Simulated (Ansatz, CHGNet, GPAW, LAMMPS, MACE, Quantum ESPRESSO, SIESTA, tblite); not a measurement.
**GPAW on glassy 61Al2O3-39P2O5 (mol %) (104 atoms): settings against a plane-wave reference**

How do the settings of GPAW change the result for glassy 61Al2O3-39P2O5 (mol %) (104 atoms)? A plane-wave run serves as the yardstick.

Calculated with GPAW 26.7.0; the method is named at each step.

## 1. The starting structure

The cell holds 104 atoms: 22 Al, 14 P and 68 O. Cell: a = 10.928 Å, b = 10.928 Å, c = 10.928 Å, α = 90.0°, β = 90.0°, γ = 90.0°. 104 atoms (22 Al, 14 P, 68 O) placed at random at 2.66 g/cm³, melted at 4000 K for 10 ps at fixed volume with the Morse and Coulomb pair potential with partial charges (Pedone, Malavasi, Menziani, Cormack and Segre, J. Phys. Chem. B 110, 11780 (2006)). Quenched from 4000 K to 300 K at 50 K/ps and fixed volume, held 10 ps at zero pressure.

The yardstick, on the same geometry:

```
method                                           : Kohn-Sham DFT, PBE, PAW, plane waves (Ansatz 0.2.0); cutoff 420 eV, Γ point, fermi-dirac smearing of 0.05 eV; PAW set soft_2
r.m.s. force component                           : 1.123 eV/Å
longest force                                    : 4.833 eV/Å
pressure                                         : 4.807 GPa
gap (highest filled to lowest empty level) : 3.341 eV
SCF cycles                                       : 9
time                                             : 18 s on 4 threads of Arm Neoverse V2, shared host
CPU time                                         : 67 s
```

## 2. PBE, LCAO dzp, h 0.18 Å

Method: Kohn-Sham DFT, PBE, PAW, atomic orbitals (dzp).

File run.py:

```python
import numpy as np
from ase.io import read
from gpaw import GPAW, FermiDirac
from ase.parallel import parprint as print

atoms = read("structure.xyz")
atoms.calc = GPAW(
    mode="lcao",
    basis="dzp",
    h=0.18,
    xc="PBE",
    kpts={"size": (1, 1, 1), "gamma": True},
    occupations=FermiDirac(0.05),
    maxiter=200,
    symmetry={"point_group": False},
    txt="gpaw.txt",
)
energy = atoms.get_potential_energy(force_consistent=True)
forces = atoms.get_forces()
print(f"energy {energy:.6f} eV")
print("forces (eV/A)")
for i, (a, f) in enumerate(zip(atoms, forces)):
    print(f"{i:4d} {a.symbol:2s} {f[0]:10.5f} {f[1]:10.5f} {f[2]:10.5f}")
print(f"Fermi level {atoms.calc.get_fermi_level():.4f} eV")
for k in range(len(atoms.calc.get_ibz_k_points())):
    for s in range(atoms.calc.get_number_of_spins()):
        e = atoms.calc.get_eigenvalues(kpt=k, spin=s)
        n = np.searchsorted(e, atoms.calc.get_fermi_level())
        print(f"k {k} spin {s} levels about the Fermi level:", np.round(e[max(n - 6, 0):n], 4).tolist(), "|", np.round(e[n:n + 6], 4).tolist())
```

File structure.xyz:

```xyz
104
Lattice="10.92802 0.00000 0.00000 0.00000 10.92802 0.00000 0.00000 0.00000 10.92802" Properties=species:S:1:pos:R:3 pbc="T T T"
Al 2.02518 5.49581 3.82513
Al 9.35122 0.77217 5.44456
Al 5.14382 6.34404 3.01045
Al 3.98348 8.40496 0.57558
Al 9.10435 6.67298 6.18701
Al 1.71537 5.10666 6.75461
Al 10.86890 8.38343 7.62087
Al 3.02291 6.99907 8.53544
Al 4.60452 0.84933 2.62808
Al 8.82153 3.07722 3.57117
Al 9.23603 8.70854 1.20405
Al 4.40366 5.19059 0.63186
Al 5.76759 6.05511 9.06293
Al 2.58776 2.26079 3.81858
Al 0.66661 7.85419 4.93477
Al 5.56826 3.54844 3.62701
Al 8.83989 2.09086 8.93781
Al 8.55577 10.46402 8.17689
Al 10.91021 6.28394 9.15101
Al 4.06260 9.73512 7.29117
Al 0.94910 1.20022 9.69862
Al 3.82197 7.22080 5.29386
P 8.48943 5.93271 2.42679
P 1.04024 9.06687 10.51407
P 6.75395 8.85760 9.99717
P 7.50012 10.34807 3.42025
P 4.81980 4.15461 6.71789
P 9.79325 3.68384 6.38142
P 0.28566 2.38919 1.56019
P 1.51998 0.78441 6.52075
P 1.12854 5.33156 1.10898
P 8.22508 4.81893 10.48609
P 3.94633 2.14309 10.65591
P 6.39191 8.26737 5.50892
P 5.63460 1.52522 8.19219
P 2.80074 9.51590 3.49194
O 0.10229 0.35680 5.96768
O 8.17438 9.70638 2.23030
O 9.69687 0.68792 9.05485
O 6.78685 5.16863 10.18295
O 3.55576 8.83082 4.62594
O 3.54909 9.22347 2.21041
O 9.93379 2.36734 2.43247
O 2.12801 1.72291 5.44937
O 0.29047 4.10271 6.44546
O 9.44279 9.15211 7.81244
O 6.18187 0.06688 2.95133
O 8.04641 8.51173 10.74487
O 1.58751 5.76158 8.45162
O 4.41700 3.56002 10.86671
O 3.05777 0.08021 3.55051
O 5.24862 4.26127 5.23944
O 3.58854 6.82018 6.83176
O 6.45289 7.63268 9.12359
O 5.57613 7.29270 4.67053
O 7.08070 6.31377 2.89625
[... 44 atom lines left out ...]
O 0.98757 8.60461 6.45474
O 9.57371 2.67715 5.26774
O 5.39637 8.89716 6.42644
O 9.25243 7.15184 1.97284
```

Launch:

```console
$ OMP_NUM_THREADS=1 mpirun -np 2 gpaw python run.py > output.txt
```

The program printed:

```text
energy -692.593615 eV
forces (eV/A)
   0 Al    0.16890    0.00134   -1.15336
   1 Al    2.72905    0.05006    4.18343
   2 Al    2.17852    0.09765   -1.68418
   3 Al    1.13369   -0.73596    1.14042
   4 Al   -0.32476    0.35410    0.09213
   5 Al   -0.06582    1.34227   -0.34752
   6 Al   -1.39768    0.95607    1.35686
   7 Al    0.32842    0.97660   -1.30812
   8 Al   -0.06678   -1.79991    0.08689
   9 Al   -0.41045    1.34849   -0.37390
  10 Al   -0.83843    0.09213   -1.55237
  11 Al   -0.99796    0.87401    0.58844
  12 Al   -0.32561    0.61605   -0.45914
  13 Al   -1.59360   -0.72231    0.81860
  14 Al   -0.40439    0.43279    1.32388
  15 Al    0.47959    0.40574   -0.13596
  16 Al   -2.67059    1.89359    2.05360
  17 Al    0.37276    1.65985   -0.74385
  18 Al   -1.28095   -0.90990    0.47073
  19 Al   -1.29311    0.47912    0.49582
  20 Al   -0.39894   -1.13543   -2.08612
  21 Al   -0.69561    0.40656   -2.68100
  22 P    -2.39855   -0.54941    0.42580
  23 P     0.52807    0.30861    0.15687
[...]
96 O     1.41723   -1.62758   -0.96354
  97 O     0.19121   -1.28189    0.29844
  98 O    -1.12276    0.01828    0.94095
  99 O     0.46123   -1.20228    1.71387
 100 O     3.91580    1.02088   -2.63789
 101 O    -0.97281   -3.08702   -4.05979
 102 O    -0.39999    1.07861    1.19589
 103 O     2.20844    1.26429    0.64221
Fermi level 4.8771 eV
k 0 spin 0 levels about the Fermi level: [2.922, 2.9896, 3.0171, 3.1193, 3.2, 3.3603] | [6.5533, 7.7335, 7.8321, 8.0779, 8.1804, 8.3908]
```

gpaw.txt:

```text
Input parameters:
  mode=LCAO(),
  basis={'default': 'dzp'},
  h=0.18,
  kpts=MonkhorstPack(size=(1, 1, 1), gamma=True),
  maxiter=200,
  occupations=Occupations(name='fermi-dirac', width=0.05, fixmagmom=False),
  symmetry=Symmetry(point_group=False),
  xc=XC(name='PBE')
Unit cell  # Å
| periodic |         x |         y |         z |   lengths |    angles |
|----------|-----------|-----------|-----------|-----------|-----------|
|      yes | 10.928020 |  0.000000 |  0.000000 | 10.928020 | 90.000000 |
|      yes |  0.000000 | 10.928020 |  0.000000 | 10.928020 | 90.000000 |
|      yes |  0.000000 |  0.000000 | 10.928020 | 10.928020 | 90.000000 |
Number of symmetries: 1
Symmetry operations  # r_c * U_cc + t_c -> r_c
|   | kind |            matrix            |
|---|------|------------------------------|
| 0 |  E   |  1, 0, 0,  0, 1, 0,  0, 0, 1 |
BZ-sampling:
  Number of BZ points: 1
  Number of IBZ points: 1
  Monkhorst-Pack size: [1, 1, 1]
  Monkhorst-Pack shift: [0, 0, 0]
[... lines left out ...]
        l=0, rc=2.2969 Bohr: 2s-dz split-valence wave
        l=1, rc=2.8906 Bohr: 2p-dz split-valence wave
        l=2, rc=5.3906 Bohr: d-type Gaussian polarization
      Number of RI-basis functions 0
Reference energy: -414294.059526  # eV
eigensolver:
density mixing:
  MSR1-Mixer
occupation numbers:
  Fermi-Dirac:
    width: 0.0500  # eV
FastPoissonSolver using
    Stencil: 6*3+1=19 point O(h^6) finite-difference Laplacian
xc functional:
  name: PBE with 2 nearest neighbor stencil
interpolation: tri-quintic # 5. degree polynomial
Initialization done in: 5.627 s
convergence criteria:
- Maximum [total energy] change in last 3 cyles: 0.0005 eV / valence electron
- Maximum integral of absolute [dens]ity change: 0.0001 electrons / valence electron
- Maximum integral of absolute [eigenst]ate change: 4e-08 eV^2 / valence electron
maximum number of iterations: 200
SCF iterations
|iter     |      energy | eigst |  dens |
|---------|-------------|-------|-------|
|iter:   1| -768.168271 |      c|       |
|iter:   2| -749.319193 |      c| -0.77 |
|iter:   3| -692.198343 |      c| -0.81 |
|iter:   4| -692.446186 |      c| -1.45 |
|iter:   5| -692.633841 |      c| -1.76 |
|iter:   6| -692.594709c|      c| -2.33 |
|iter:   7| -692.593885c|      c| -3.06 |
|iter:   8| -692.593625c|      c| -3.47 |
|iter:   9| -692.593615c|      c| -4.06c|
Converged in 9 steps
SCF loop duration: 66.689 s (7.410 s/step)
Energy contributions relative to reference atoms: (reference = -414294.059526)
Energy contributions:
  Kinetic:         822.821862
  Coulomb:        -666.966031
  Zero:             10.775603
  External:          0.000000
  Xc:             -859.225048
  Entropy:          -0.000000
  Spinorbit:         0.000000
  ----------------------------
  Free energy:    -692.593615
  Extrapolated:   -692.593615
dipole moment: (-55.396642, -75.558998, 107.641057)  # |e|*Ang
Fermi level: 4.877
Eigenvalues  # (at kpt = [0.000, 0.000, 0.000])
| band index |      eig [eV] | occ [0-2] |
|------------|---------------|-----------|
|          0 |       -20.391 |     2.000 |
|        ... |               |           |
|        264 |         2.661 |     2.000 |
|        265 |         2.822 |     2.000 |
[...]
|        279 |         8.498 |     0.000 |
|        ... |               |           |
|        330 |        11.739 |     0.000 |
Gap: 3.193 eV
Transition (v -> c):
  (s=0, k=0, n=271, [0.00, 0.00, 0.00]) -> (s=0, k=0, n=272, [0.00, 0.00, 0.00])
No difference between direct/indirect transitions
Force computation time: 15.724  # s
```

Elapsed: 90 s, on 2 MPI ranks of Arm Neoverse V2, shared host; peak memory 2 GiB.

Banners, paths, timers and routine set-up lines are dropped from the logs unmarked, and long logs keep their key lines alone; longer cuts are marked.

Compared with the plane-wave run:

```yaml
r_m_s_force_component: 1.382 eV/Å
r_m_s_difference_of_force_components: 452 meV/Å
longest_difference_of_force_vectors: 1481 meV/Å
force_difference_over_r_m_s_force: 40.23 %
slope_of_forces_against_the_reference_s: 1.175
correlation_of_force_components: 0.9557
spacing_of_highest_filled_and_lowest_empty_level: 3.193 eV
gap_difference: -0.1478 eV
```

This run lies far from the reference in forces at the same functional.

Length of the force difference by element (eV/Å):

```csv
element,atoms,mean,most
Al,22,0.30,0.51
O,68,0.88,1.5
P,14,0.29,0.56
```

Levels nearest the highest filled one (eV from it): -0.44, -0.37, -0.34, -0.24, -0.16, 0.00, 3.19, 4.37, 4.47, 4.72, 4.82, 5.03.

The surroundings of P28, one of the 14 P atoms, nearest first, numbered as they follow in the input and with coordinates relative to it.

```csv
atom,x,y,z,distance (Å),bonds,Fx,Fy,Fz (eV/Å)
P28,0.00,0.00,0.00,0.00,4,-0.76,2.67,3.37
O45,1.43,0.42,0.06,1.49,2,3.35,-0.05,0.05
O102,-0.22,-1.01,-1.11,1.52,3,-0.97,-3.09,-4.06
O78,-0.85,1.23,-0.26,1.52,2,-2.17,0.26,-0.91
O65,-0.42,-0.60,1.34,1.53,2,0.73,1.19,-1.06
Al10,-0.97,-0.61,-2.81,3.03,4,-0.41,1.35,-0.37
Al5,-0.69,2.99,-0.19,3.07,4,-0.32,0.35,0.09
Al2,-0.44,-2.91,-0.94,3.09,4,2.73,0.05,4.18
Al17,-0.95,-1.59,2.56,3.16,4,-2.67,1.89,2.05
Al6,2.85,1.42,0.37,3.21,4,-0.07,1.34,-0.35
O66,0.47,3.05,1.12,3.28,3,0.50,-1.54,1.80
O70,-0.69,1.15,-3.08,3.36,2,1.39,0.42,0.76
```

Atoms are counted from 1 here, from 0 in the log.

Forces lie 40 % from the reference's, at 2.7 times its CPU time (on 2 against 4 cores).

The difference per atom is largest on O (0.88 eV/Å on average, against 0.30 on Al).

## 3. PBE, LCAO szp(dzp), h 0.18 Å

Method: Kohn-Sham DFT, PBE, PAW, atomic orbitals (szp(dzp)).

Edit run.py of step 2 so:

```diff
@@ -3,3 +3,2 @@
 from gpaw import GPAW, FermiDirac
-from ase.parallel import parprint as print
 
@@ -8,3 +7,3 @@
     mode="lcao",
-    basis="dzp",
+    basis="szp(dzp)",
     h=0.18,
```

structure.xyz is that of step 2.

Launch:

```console
$ OMP_NUM_THREADS=1 python run.py > output.txt
```

The program printed:

```text
energy -656.526862 eV
forces (eV/A)
   0 Al    0.04894   -0.26685   -1.33771
   1 Al    2.60778   -0.09153    4.81963
   2 Al    2.48035    0.13165   -1.79998
   3 Al    1.20259   -0.60792    1.17447
   4 Al   -0.12764    0.46530   -0.37896
   5 Al   -0.14544    1.20484   -0.35621
   6 Al   -1.28347    1.27199    1.10994
   7 Al    0.35791    1.11726   -1.22612
   8 Al   -0.09584   -1.91526    0.01641
   9 Al   -0.44504    1.44045   -0.55829
  10 Al   -0.90290   -0.07407   -1.75399
  11 Al   -1.13457    0.73968    0.59798
[...]
99 O     0.55491   -1.26190    1.66920
 100 O     3.64503    0.91562   -2.54570
 101 O    -1.07688   -3.46062   -4.50480
 102 O    -0.58424    1.22357    1.30458
 103 O     2.49087    1.75752    0.47558
Fermi level 5.0491 eV
k 0 spin 0 levels about the Fermi level: [3.2101, 3.2713, 3.2992, 3.386, 3.5498, 3.6684] | [6.7658, 7.8493, 7.9834, 8.14, 8.2948, 8.4583]
```

gpaw.txt:

```text
Input parameters:
  mode=LCAO(),
  basis={'default': 'szp(dzp)'},
  h=0.18,
  kpts=MonkhorstPack(size=(1, 1, 1), gamma=True),
  maxiter=200,
  occupations=Occupations(name='fermi-dirac', width=0.05, fixmagmom=False),
  symmetry=Symmetry(point_group=False),
  xc=XC(name='PBE')
[... lines left out ...]
  Fermi-Dirac:
[... lines left out ...]
convergence criteria:
- Maximum [total energy] change in last 3 cyles: 0.0005 eV / valence electron
[... lines left out ...]
Converged in 9 steps
[... lines left out ...]
  Free energy:    -656.526862
[... lines left out ...]
Fermi level: 5.049
[... lines left out ...]
|          0 |       -20.742 |     2.000 |
|        ... |               |           |
|        264 |         2.957 |     2.000 |
|        265 |         3.083 |     2.000 |
[...]
|        279 |         8.658 |     0.000 |
|        ... |               |           |
|        330 |        12.086 |     0.000 |
Gap: 3.097 eV
Transition (v -> c):
  (s=0, k=0, n=271, [0.00, 0.00, 0.00]) -> (s=0, k=0, n=272, [0.00, 0.00, 0.00])
No difference between direct/indirect transitions
Force computation time: 23.012  # s
timing:  # [seconds]
  Total:  120.007  # ━━━━━━━━━━━━━━━━━━━━━━━━━━━━━━━━━━━━━━━━━━━━━━━━━━━━━━━━
  Init:     8.770  # ━━━━
  SCF:     88.195  # ━━━━━━━━━━━━━━━━━━━━━━━━━━━━━━━━━━━━━━━━━
  Forces:  23.012  # ━━━━━━━━━━╸
```

Run time: 2 min. Hardware: 1 thread; peak memory 1.6 GiB.

Against the reference:

* r.m.s. force component: 1.489 eV/Å
* r.m.s. difference of force components: 594.2 meV/Å
* longest difference of force vectors: 2035 meV/Å
* force difference over r.m.s. force: 52.89 %
* slope of forces against the reference's: 1.238
* correlation of force components: 0.9344
* gap (highest filled to lowest empty level): 3.097 eV
* gap difference: -0.2434 eV

This is a coarse setting, run to see what it loses.

Against the first run (40 %), the force difference from the reference is 53 %, at 0.67 times the CPU time (on 1 against 2 cores), with 936 basis functions against 1352: the smaller basis costs accuracy.

## 4. LDA, LCAO dzp, h 0.18 Å

Method: Kohn-Sham DFT, LDA, PAW, atomic orbitals (dzp).

Edit run.py of step 3 so:

```diff
@@ -3,2 +3,3 @@
 from gpaw import GPAW, FermiDirac
+from ase.parallel import parprint as print
 
@@ -7,5 +8,5 @@
     mode="lcao",
-    basis="szp(dzp)",
+    basis="dzp",
     h=0.18,
-    xc="PBE",
+    xc="LDA",
     kpts={"size": (1, 1, 1), "gamma": True},
```

structure.xyz is that of step 3.

Launch:

```console
$ OMP_NUM_THREADS=1 mpirun -np 2 gpaw python run.py > output.txt
```

The program printed:

```text
energy -772.032605 eV
forces (eV/A)
   0 Al    0.22587   -0.03283   -1.10642
   1 Al    2.55822    0.03843    4.18580
   2 Al    2.05574    0.00522   -1.69808
   3 Al    1.12155   -0.76650    1.21239
   4 Al   -0.23217    0.34222    0.06813
   5 Al   -0.06797    1.32161   -0.34797
   6 Al   -1.41970    0.89838    1.28930
   7 Al    0.46892    0.94551   -1.32352
   8 Al   -0.10715   -1.65020    0.13472
   9 Al   -0.40891    1.38597   -0.40409
  10 Al   -0.90188   -0.01583   -1.53426
  11 Al   -1.11407    0.81092    0.65784
  12 Al   -0.34288    0.63487   -0.38897
  13 Al   -1.56847   -0.59539    0.84330
  14 Al   -0.39853    0.41896    1.41663
  15 Al    0.41617    0.36655   -0.13426
  16 Al   -2.56431    1.85756    1.88632
  17 Al    0.44079    1.59620   -0.75560
  18 Al   -1.22834   -0.84426    0.46703
  19 Al   -1.24395    0.47053    0.53101
  20 Al   -0.30367   -1.21431   -1.94073
  21 Al   -0.63746    0.41634   -2.62109
  22 P    -2.36285   -0.56570    0.35825
  23 P     0.48953    0.31499    0.10300
[...]
96 O     1.39236   -1.40113   -0.98606
  97 O     0.06811   -1.04533    0.13523
  98 O    -0.77382   -0.03240    0.97665
  99 O     0.58538   -1.10838    1.54264
 100 O     3.54784    0.81359   -2.59591
 101 O    -1.02343   -2.89500   -3.80099
 102 O    -0.34939    0.89138    0.95727
 103 O     1.86809    1.07829    0.59302
Fermi level 4.4624 eV
k 0 spin 0 levels about the Fermi level: [2.5531, 2.6219, 2.646, 2.7529, 2.8244, 2.9851] | [6.0956, 7.2473, 7.3734, 7.6075, 7.7061, 7.9319]
```

gpaw.txt:

```text
Input parameters:
  mode=LCAO(),
  basis={'default': 'dzp'},
  h=0.18,
  kpts=MonkhorstPack(size=(1, 1, 1), gamma=True),
  maxiter=200,
  occupations=Occupations(name='fermi-dirac', width=0.05, fixmagmom=False),
  symmetry=Symmetry(point_group=False),
  xc=XC(name='LDA')
Unit cell  # Å
| periodic |         x |         y |         z |   lengths |    angles |
[... lines left out ...]
  Fermi-Dirac:
[... lines left out ...]
convergence criteria:
- Maximum [total energy] change in last 3 cyles: 0.0005 eV / valence electron
[... lines left out ...]
Converged in 9 steps
[... lines left out ...]
  Coulomb:        -548.024635
  Zero:             10.105746
  External:          0.000000
  Xc:             -921.253111
  Entropy:          -0.000000
  Spinorbit:         0.000000
  ----------------------------
  Free energy:    -772.032605
  Extrapolated:   -772.032605
dipole moment: (-55.458409, -75.613509, 107.510909)  # |e|*Ang
Fermi level: 4.462
Eigenvalues  # (at kpt = [0.000, 0.000, 0.000])
| band index |      eig [eV] | occ [0-2] |
|------------|---------------|-----------|
|          0 |       -20.528 |     2.000 |
|        ... |               |           |
|        264 |         2.293 |     2.000 |
|        265 |         2.449 |     2.000 |
[...]
|        279 |         8.031 |     0.000 |
|        ... |               |           |
|        330 |        11.191 |     0.000 |
Gap: 3.110 eV
Transition (v -> c):
  (s=0, k=0, n=271, [0.00, 0.00, 0.00]) -> (s=0, k=0, n=272, [0.00, 0.00, 0.00])
No difference between direct/indirect transitions
Force computation time: 17.202  # s
```

Wall time 89 s (2 MPI ranks); peak memory 2 GiB; 2.9 min of CPU time.

Against the reference:

* r.m.s. force component: 1.279 eV/Å
* r.m.s. difference of force components: 309.5 meV/Å
* longest difference of force vectors: 1092 meV/Å
* force difference over r.m.s. force: 27.55 %
* slope of forces against the reference's: 1.11
* correlation of force components: 0.975
* gap (highest filled to lowest empty level): 3.111 eV
* gap difference: -0.2303 eV

Against the first run (40 %), the force difference from the reference is 28 %, at 0.98 times the CPU time; another functional landing nearer a PBE reference means that errors partly cancel.

The difference per atom is largest on O (0.59 eV/Å on average, against 0.23 on P).

(Part 1 of 2 ends here.)

[Also dropped from logs without a mark: logging warnings of Python, and SIESTA's first energy breakdown and zero terms.]

[Logs are printed without paths, hosts, clocks, repeated set-up lines and the standing remarks that a program may print on its own settings, such as how far it seeks lower states.]

[Hosts, paths, dates, database ids (printed as entryN), source tags and the programs' standing remarks are cut or masked in the printed files.]
